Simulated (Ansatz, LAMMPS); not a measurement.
# Ionic liquid triethylsulfonium TFSI- with water, from a frame at 300 K (120 atoms): geometry optimisation

How does ionic liquid triethylsulfonium TFSI- with water, from a frame at 300 K (120 atoms) relax, and what do bonds, charges and levels look like afterwards?

Calculated with Ansatz 0.2.0; Kohn-Sham DFT, PBE+D4, PAW (set soft_2), plane waves.

**1. Starting point**

The cell holds 120 atoms: 24 C, 9 S, 51 H, 3 N, 15 O and 18 F. Its edges and angles: a = 10.614 Å, b = 10.614 Å, c = 10.614 Å, α = 90.0°, β = 90.0°, γ = 90.0°. 3 triethylsulfonium, 3 TFSI-, 3 H2O placed at random, at 1.74 g/cm³; overlaps pushed apart, then 10 ps at 700 K with MMFF94 bonds, angles, torsions, charges and radii (Halgren, J. Comput. Chem. 17, 490 (1996)) in harmonic and 12-6 forms; SPC/E water (Berendsen, Grigera and Straatsma, J. Phys. Chem. 91, 6269 (1987)); charges of ions scaled by 0.8. Snapshot after 30 ps at 300 K and fixed volume.

Before any run, some limits are plain. The network of contacts between molecules at the start is that of the classical potential that made the cell. Sampling is at Γ alone, for a cell whose shortest periodic width is 11 Å.

**2. Single point at the start**

The forces at the start show how far the geometry lies from a minimum of this functional.

input.yaml

```yaml
crystal:
  lattice:
    - [10.61386, 0.0, 0.0]
    - [0.0, 10.61386, 0.0]
    - [0.0, 0.0, 10.61386]
  atoms:
    - { symbol: C, position: [0.4396, 0.58647, 0.50246] }
    - { symbol: C, position: [0.31244, 0.62946, 0.56897] }
    - { symbol: S, position: [0.21592, 0.7152, 0.44989] }
    - { symbol: C, position: [0.0962, 0.76861, 0.56183] }
    [... 110 atom lines left out ...]
    - { symbol: O, position: [0.4208, 0.52425, 0.86047] }
    - { symbol: H, position: [0.38339, 0.43817, 0.85221] }
    - { symbol: H, position: [0.35226, 0.58686, 0.87658] }
    - { symbol: O, position: [0.068, 0.30112, 0.76891] }
    - { symbol: H, position: [0.01222, 0.37389, 0.74722] }
    - { symbol: H, position: [0.05398, 0.23133, 0.70718] }
kpoints:
  mp_grid: { grid: [1, 1, 1] }
hamiltonian:
  xc: pbe
  dispersion: d4
scf:
  occupations: { method: fixed }
output:
  forces: true
  stress: true
  populations: intrinsic
  dos:
    method: { smearing: { sigma: 0.08 } }
    de: 0.1
    projected: { site_lists: { C: [C], F: [F], H: [H], "N": ["N"], O: [O] } }
  eigenvalues: true
```

Started as:

```console
ansatz run input.yaml --threads 4 --pin off --max-ram 8192MiB --backend cpu --events-out ev --progress --plain --runs-dir out
```

The job ended after 17 s (4 threads of Arm Neoverse V2, shared host; peak memory 1.5 GiB).

The run gave:

* free energy: -39150.8061 eV
* free energy per atom: -326.2567 eV/atom
* SCF cycles: 10
* pressure: 2.8 GPa
* r.m.s. force component: 0.9648 eV/Å
* longest force: 5.056 eV/Å
* Fermi energy: 1.061 eV
* gap (highest filled to lowest empty level): 3.814 eV

The r.m.s. force component of 0.96 eV/Å and the pressure of 2.8 GPa set the starting point.

Neighbours are counted within 1.34 Å (H-C), 1.21 Å (H-O), 1.85 Å (C-C), 1.62 Å (C-F), 2.21 Å (C-S), 1.93 Å (O-S), 1.98 Å (S-N).

Length of the force by element and coordination:

```tsv
element	coordination	atoms	mean length of the force (eV/Å)	spread	least	most
C	all	24	1.83	0.758	0.826	3.79
F	all	18	1.17	0.474	0.428	2.22
H	all	51	0.971	0.452	0.243	2.11
N	all	3	1.72	0.463	1.39	2.38
O	all	15	1.27	0.827	0.342	3.54
O	1	12	1.47	0.803	0.566	3.54
O	2	3	0.458	0.124	0.342	0.629
S	all	9	3.33	1.06	2.21	5.06
S	3	3	2.46	0.335	2.21	2.93
S	4	6	3.77	1.02	2.37	5.06
```

**3. Cell and atoms relaxed**

Cell and atoms are freed together, to release stress as well as forces.

input.yaml, the sections that differ from step 2:

```yaml
output:
  forces: true
relax:
  f_tol: 0.05
  max_steps: 200
  cell: {}
# crystal, kpoints, hamiltonian, scf: as in step 2
```

Run time: 9.9 min. Hardware: 4 threads; peak memory 1.5 GiB; 38 min of CPU time.

The steps of the relaxation (22 of 58):

```tsv
step	energy less that of the first step (eV)	largest force component (eV/Å)	pressure (GPa)	volume (Å³)
1	0.0000	3.7221	2.80	1195.69
4	-6.8257	0.9702	-0.23	1279.57
6	-7.2698	0.3743	-0.01	1280.31
9	-7.4164	0.3833	-0.29	1278.40
12	-7.4893	0.4106	0.21	1278.04
15	-7.5300	0.3272	0.15	1277.86
17	-7.5737	0.0598	-0.02	1276.85
20	-7.6243	0.1932	-0.16	1277.79
23	-7.6661	0.1112	-0.04	1277.49
25	-7.6731	0.2039	0.03	1278.56
28	-7.7074	0.2390	-0.10	1278.00
31	-7.7270	0.0699	0.04	1277.04
34	-7.7273	0.0443	-0.02	1279.97
36	-7.9741	0.2067	-0.05	1344.40
39	-8.0588	0.1349	0.01	1330.75
42	-8.0476	0.0390	-0.04	1336.29
44	-8.0442	0.0445	-0.03	1338.36
47	-8.0373	0.0576	-0.06	1341.29
50	-8.3190	0.0446	0.10	1341.66
53	-8.2738	0.0354	-0.03	1362.12
55	-8.3444	0.0832	-0.08	1363.87
58	-8.3578	0.0212	0.00	1365.64
```

Relaxation steps 15, 25, 38 were tried and not accepted.

```tsv
cell as run	before	after	change
a (Å)	10.614	11.194	+5.5 %
b (Å)	10.614	10.963	+3.3 %
c (Å)	10.614	11.175	+5.3 %
α (°)	90.00	88.85	-1.3 %
β (°)	90.00	87.16	-3.2 %
γ (°)	90.00	94.23	+4.7 %
volume (Å³/atom)	9.96	11.38	+14.2 %
```

The atoms that moved most (Å, as changes of fractional coordinates times the final cell):

```tsv
atom	dx	dy	dz	length
H16	-0.745	-1.591	-1.112	2.080
H15	0.523	-1.988	-0.271	2.074
H14	-0.904	-1.463	-1.089	2.035
H19	-1.877	0.339	-0.570	1.991
F81	0.197	1.910	0.264	1.938
H9	-0.788	1.167	1.243	1.878
H18	-1.297	-0.570	-1.202	1.858
H13	-1.418	-0.497	-0.961	1.783
```

The relaxation changed the energy by -69.6 meV/atom, and atoms moved by 0.93 Å r.m.s., 2.1 Å at most.

**4. Distances and neighbours after relaxation**

Bonds before and after, by the cutoffs listed below:

```tsv
pair	bonds before	bonds after	mean before (Å)	mean after (Å)	spread before (Å)	spread after (Å)
H-C	45	45	1.093	1.097	0.026	0.002
H-O	6	6	1.000	0.981	0.000	0.008
C-C	9	9	1.526	1.520	0.029	0.001
C-F	18	18	1.365	1.345	0.023	0.008
C-S	15	15	1.822	1.848	0.034	0.033
O-S	12	12	1.454	1.454	0.023	0.004
S-N	6	6	1.557	1.598	0.020	0.006
```

Density 1.52 g/cm³, 11.38 Å³ an atom.

g(r), total and by pair (bins of 0.2 Å):

```tsv
r (Å)	total	H-H	H-C	H-F	H-O	H-S	H-N
0.90	0.48	0.00	0.00	0.00	4.48	0.00	0.00
1.10	2.93	0.00	17.25	0.00	0.00	0.00	0.00
1.30	0.76	0.00	0.00	0.00	0.00	0.00	0.00
1.50	0.93	0.54	0.00	0.00	0.00	0.00	0.00
1.70	0.97	4.78	0.00	0.00	0.45	0.00	0.00
1.90	0.37	0.00	0.00	0.00	0.38	0.00	0.00
2.10	1.01	0.18	3.98	0.00	0.17	0.00	0.00
2.30	0.53	0.85	0.27	0.10	0.78	3.64	0.00
2.50	0.99	3.23	0.00	0.46	1.28	0.20	0.58
2.70	1.04	1.27	0.41	0.88	0.58	0.17	0.00
2.90	1.04	0.85	1.51	0.56	0.94	1.35	0.00
3.10	1.07	1.52	0.79	1.17	1.10	1.60	0.75
3.30	0.83	0.46	0.94	0.93	0.93	0.34	1.30
3.50	0.83	0.95	0.94	0.97	0.58	0.48	0.29
3.70	1.03	0.67	1.23	1.03	1.04	2.00	0.00
3.90	1.00	1.41	0.94	0.51	1.12	0.76	0.23
4.10	0.87	0.67	0.82	1.09	1.10	0.85	1.68
4.30	0.99	1.20	1.15	0.89	1.20	0.58	1.36
4.50	1.01	0.86	1.30	1.16	0.79	0.88	1.03
4.70	1.10	1.09	0.99	1.40	1.15	1.44	1.13
4.90	1.03	1.13	1.27	1.04	0.91	0.89	0.89
5.10	1.07	0.84	0.95	1.25	1.01	0.96	1.64
5.30	0.99	1.02	1.00	1.22	1.06	1.01	0.76
```

Bonds by pair of elements; cutoffs follow the first minimum of g(r), held within bounds set by covalent radii, and pairs that aren't listed don't count as bonded:

```tsv
pair A-B	cutoff (Å)	bonds	mean length (Å)	spread (Å)	shortest (Å)	B about A	A about B
H-C	1.34	45	1.10	0.002	1.09	0.882	1.88
H-O	1.21	6	0.981	0.008	0.973	0.118	0.4
C-C	1.85	9	1.52	0.001	1.52	0.75	0.75
C-F	1.62	18	1.34	0.008	1.33	0.75	1
C-S	2.21	15	1.85	0.033	1.82	0.625	1.67
O-S	1.88	12	1.45	0.004	1.45	0.8	1.33
S-N	2.02	6	1.60	0.006	1.59	0.667	2
```

How many atoms have how many bonded neighbours:

```tsv
element	mean	1	2	3	4
C	4	0	0	0	24
F	1	18	0	0	0
H	1	51	0	0	0
N	2	0	3	0	0
O	1.2	12	3	0	0
S	3.67	0	0	3	6
```

Bond angles, per cent of each kind in bins of 5°:

```tsv
angle (°)	C-C-H	H-C-H	F-C-F	F-C-S	H-C-S
100–105	0.0	0.0	0.0	0.0	44.4
105–110	22.2	97.2	100.0	50.0	55.6
110–115	77.8	2.8	0.0	50.0	0.0
```

Bond angles (no mean is given where the spread exceeds 20°):

```tsv
angle	count	mean (°)	spread (°)
C-C-H	45	111	1.9
H-C-H	36	108	0.9
F-C-F	18	109	0.7
F-C-S	18	110	1.1
H-C-S	18	106	2
```

Bond length by coordination (bonds to H left out):

```tsv
element	coordination	atoms	mean bond length (Å)
O	1	12	1.45
S	3	3	1.82
S	4	6	1.60
```

With the cutoffs above, all C atoms have 4, all F atoms have 1, all H atoms have 1 and all N atoms have 2 bonded neighbours. The C-C-H angle averages 111° with a spread of 1.9°.

**5. Single point at the relaxed geometry**

One more single point at the end of the walk gives the fuller output and checks the residual forces.

input.yaml

```yaml
crystal:
  lattice:
    - [11.18267, -0.40998, 0.27911]
    - [-0.40998, 10.95493, 0.11606]
    - [0.27911, 0.11606, 11.17137]
  atoms:
    - { symbol: C, position: [0.37951, 0.66949, 0.56436] }
    - { symbol: C, position: [0.2436, 0.64928, 0.57779] }
    - { symbol: S, position: [0.16887, 0.68471, 0.44149] }
    - { symbol: C, position: [0.01359, 0.6852, 0.4991] }
    [... 110 atom lines left out ...]
    - { symbol: O, position: [0.44593, 0.50611, 0.8958] }
    - { symbol: H, position: [0.39709, 0.4265, 0.89671] }
    - { symbol: H, position: [0.38625, 0.5663, 0.89948] }
    - { symbol: O, position: [0.11453, 0.25936, 0.77251] }
    - { symbol: H, position: [0.03795, 0.28745, 0.75025] }
    - { symbol: H, position: [0.13459, 0.20491, 0.7074] }
kpoints:
  mp_grid: { grid: [1, 1, 1] }
hamiltonian:
  xc: pbe
  dispersion: d4
scf:
  occupations: { method: fixed }
output:
  forces: true
  stress: true
  populations: intrinsic
  dos:
    method: { smearing: { sigma: 0.15 } }
    de: 0.1
    projected: { site_lists: { C: [C], F: [F], H: [H], "N": ["N"], O: [O] } }
  eigenvalues: true
  write_density: true
  write_potential: true
  volumetric_format: npy
```

Elapsed: 19 s, on 4 threads; peak memory 1.6 GiB; 73 s of CPU time.

The program notes that the exchange-correlation potential is rough where the density is thin.

Read from the output:

| Quantity | Value |
| --- | --- |
| free energy | -39159.1639 eV |
| free energy per atom | -326.3264 eV/atom |
| SCF cycles | 10 |
| pressure | -0.00457 GPa |
| r.m.s. force component | 0.0053 eV/Å |
| longest force | 0.02581 eV/Å |
| Fermi energy | -0.3108 eV |
| gap (highest filled to lowest empty level) | 4.879 eV |

Intrinsic-atomic-orbital charges by element and coordination:

```tsv
element	coordination	atoms	mean charge (e)	spread	least	most
C	all	24	-0.208	0.459	-0.537	0.592
F	all	18	-0.262	0.0124	-0.285	-0.237
H	all	51	0.220	0.0604	0.173	0.395
N	all	3	-1.09	0.0098	-1.10	-1.08
O	all	15	-0.875	0.0372	-0.908	-0.787
O	1	12	-0.893	0.0085	-0.908	-0.882
O	2	3	-0.806	0.0251	-0.842	-0.787
S	all	9	1.65	0.642	0.741	2.13
S	3	3	0.747	0.0052	0.741	0.754
S	4	6	2.11	0.0123	2.09	2.13
```

States in the cell by windows of 1 eV, zero at the Fermi level; the larger projections on atomic orbitals stand beside the total:

```tsv
from (eV)	to (eV)	total	F p	C p	O p	H s	C s
-14	-13	11.7	0.0	0.7	0.0	2.8	7.2
-13	-12	6.3	1.1	0.5	0.1	0.1	1.0
-12	-11	12.0	2.4	1.3	0.1	1.4	3.8
-11	-10	6.6	2.2	0.3	0.2	0.2	0.6
-10	-9	16.7	1.9	3.5	0.3	3.7	4.6
-9	-8	36.7	18.8	7.4	0.5	1.8	1.5
-8	-7	0.1	0.1	0.0	0.0	0.0	0.0
-7	-6	18.1	1.3	4.4	5.2	2.3	0.1
-6	-5	42.4	11.7	11.5	7.0	5.3	0.3
-5	-4	55.5	32.7	7.1	7.1	2.3	0.1
-4	-3	53.2	20.2	16.8	5.2	7.1	0.1
-3	-2	33.4	0.6	12.1	8.1	8.1	0.0
-2	-1	35.1	1.6	3.0	22.4	1.7	0.4
-1	0	24.8	1.2	0.9	15.3	0.1	0.5
0	1	1.4	0.0	0.0	1.2	0.0	0.0
1	4	0.0	0.0	0.0	0.0	0.0	0.0
4	5	3.9	0.0	1.1	0.0	0.3	0.5
```

With fixed occupations the program's Fermi level is the highest filled level; weight inside the gap is the broadening of levels at its edges.

Between -26 and -14 eV lie 66 more states.

Not all projections were asked for or kept, so they needn't add up to the total.

The levels nearest the highest filled one (over half full), pooled over k-points and spins:

```tsv
level less the highest filled one (eV)	occupation
-0.242	2
-0.216	2
-0.121	2
-0.0937	2
-0.072	2
0	2
4.88	0
4.98	0
5.12	0
5.16	0
5.31	0
5.34	0
```

Mean intrinsic-atomic-orbital charges: C -0.21, F -0.26, H +0.22, N -1.09, O -0.88, S +1.65 e.

1 further run on a deliberately doubtful input is not shown.

**6. What came out**

- energy change in the relaxation: -69.65 meV/atom
- r.m.s. displacement: 0.926 Å
- largest displacement: 2.08 Å
- free energy per atom: -326.3264 eV/atom
- pressure: -0.00457 GPa
- r.m.s. force component: 0.0053 eV/Å
- gap (highest filled to lowest empty level): 4.879 eV
- wall time of the 3 DFT runs: 11 min

**Reading.** Relaxation lowers the energy by 69.6 meV/atom and moves atoms by 0.93 Å r.m.s.; the r.m.s. force component goes from 0.96 to 0.0053 eV/Å, the pressure goes from 2.8 to -0.0046 GPa, and the gap from 3.81 to 4.88 eV. Displacements are taken in the final cell, so they leave out its strain. By the final cutoffs no bond was broken or made. The cell grew by 14.2 % in volume. First to last step the energy falls by 8.358 eV; the largest move, 2.08 Å, is that of H16, with 1 other atom within 2 % of it. The S-N bonds change most in mean length: from 1.557 Å (spread 0.020) to 1.598 Å (spread 0.006). With the cutoffs above, all C atoms have 4, all F atoms have 1, all H atoms have 1 and all N atoms have 2 bonded neighbours. Between filled and empty levels lie 4.88 eV (at Γ alone); a semilocal functional tends to put such gaps too low. In a disordered cell it changes from sample to sample and from frame to frame.

Caveats: The network of contacts between molecules at the start is that of the classical potential that made the cell; in DFT atoms moved by 0.93 Å r.m.s.

[Logs are printed without paths, hosts, clocks, repeated set-up lines and the standing remarks that a program may print on its own settings, such as how far it seeks lower states.]

[Hosts, paths, dates, database ids (printed as entryN), source tags and the programs' standing remarks are cut or masked in the printed files.]

[The MMFF94 radii named for the starting cell were scaled by 0.96; in molecules described by MMFF94, hydrogen bound to N, O or S took a small fixed 12-6 site in their place.]
